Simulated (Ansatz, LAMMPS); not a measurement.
# Static equation of state of amorphous polycarbonate of ethylene (as short chains C11O9H18), from a frame at 300 K, (152 atoms)

Density of this cell: 1.47 g/cm³. The cell holds 152 atoms: 44 C, 36 O and 72 H. Its edges and angles: a = 10.957 Å, b = 10.753 Å, c = 11.284 Å, α = 88.8°, β = 91.8°, γ = 88.8°. The starting structure: 4 polycarbonate of ethylene chains of 3 units with methyl end groups placed at random, at 1.28 g/cm³; overlaps pushed apart, then 20 ps at 800 K with MMFF94 bonds, angles, torsions, charges and radii (Halgren, J. Comput. Chem. 17, 490 (1996)) in harmonic and 12-6 forms. Snapshot after 30 ps at 300 K and fixed volume.

Calculated with Ansatz 0.2.0: Kohn-Sham DFT, LDA, PAW (set soft_2), plane waves; cutoff 420 eV, Γ point, fixed occupations. Cell and atoms were relaxed first, to V0 = 8.7385 Å³ an atom at a residual P0 = -0.018 GPa. The cell was then scaled evenly, and the atoms were relaxed at each volume.

```
volume (Å³/atom)  pressure (GPa)
          7.8646               ?
          8.2142          0.7590
          8.4763          0.2946
          9.0006         -0.2517
          9.2628         -0.4425
```

Task: Fit the third-order Birch–Murnaghan equation to the rows given and extrapolate to the withheld row.

Worked fit:

Take the Eulerian strain f = ½[(V0/V)^(2/3) − 1] and the normalised pressure F = (P − P0) / [3f(1 + 2f)^(5/2)]. The third-order Birch–Murnaghan equation is then the line F = B0 + (3/2)B0(B′ − 4) f, so u = f and v = F.

| u = f | v = F (GPa) |
| --- | --- |
| 0.0210560 | 11.0887 |
| 0.0102570 | 9.63992 |
| -0.00975665 | 8.40633 |
| -0.0190507 | 8.19374 |

With n = 4: mean u = 6.2644e-4, mean v = 9.33217, Σ(u − ū)² = 0.0010051, Σ(u − ū)(v − v̄) = 0.070863. Slope b = 0.070863 / 0.0010051 = 70.502; intercept a = v̄ − b ū = 9.2880.

So B0 = a = 9.29 GPa and B′ = 4 + 2b/(3a) = 9.06. At the withheld volume f = 0.03638, F = a + b f = 11.85 GPa, and P = P0 + 3f(1 + 2f)^(5/2) F.

Prediction at 7.8646: 1.525 GPa. The run gave 1.573 GPa, so the fit is low by 0.048 GPa (3.1 % of the value).

The series isn't one smooth equation of state: even a line fitted to all rows, the withheld one included, misses F by up to 4.8 % and an atom moves over 0.5 Å in some relaxation. B0 and B′ are then only the numbers of this fit, not moduli of the material. Among the rows given, the largest miss of the fit is at 8.2142, by 0.022 GPa (1.1 % of the range of the table).

Limits: Static cells at zero temperature; the cell shape is held. The program notes that the SCF threshold of these relaxations is loose for the stress. The network of contacts between molecules at the start is that of the classical potential that made the cell, and needn't be the one that DFT or experiment would give. The functional has no dispersion term, which matters for the binding between molecules or layers, where LDA binds through overlap of densities alone. Only the Γ point is sampled, in a cell whose shortest periodic width is 11 Å.

[Logs are printed without paths, hosts, clocks, repeated set-up lines and the standing remarks that a program may print on its own settings, such as how far it seeks lower states.]

[Hosts, paths, dates, database ids (printed as entryN), source tags and the programs' standing remarks are cut or masked in the printed files.]

[The MMFF94 radii named for the starting cell were scaled by 0.96; in molecules described by MMFF94, hydrogen bound to N, O or S took a small fixed 12-6 site in their place.]
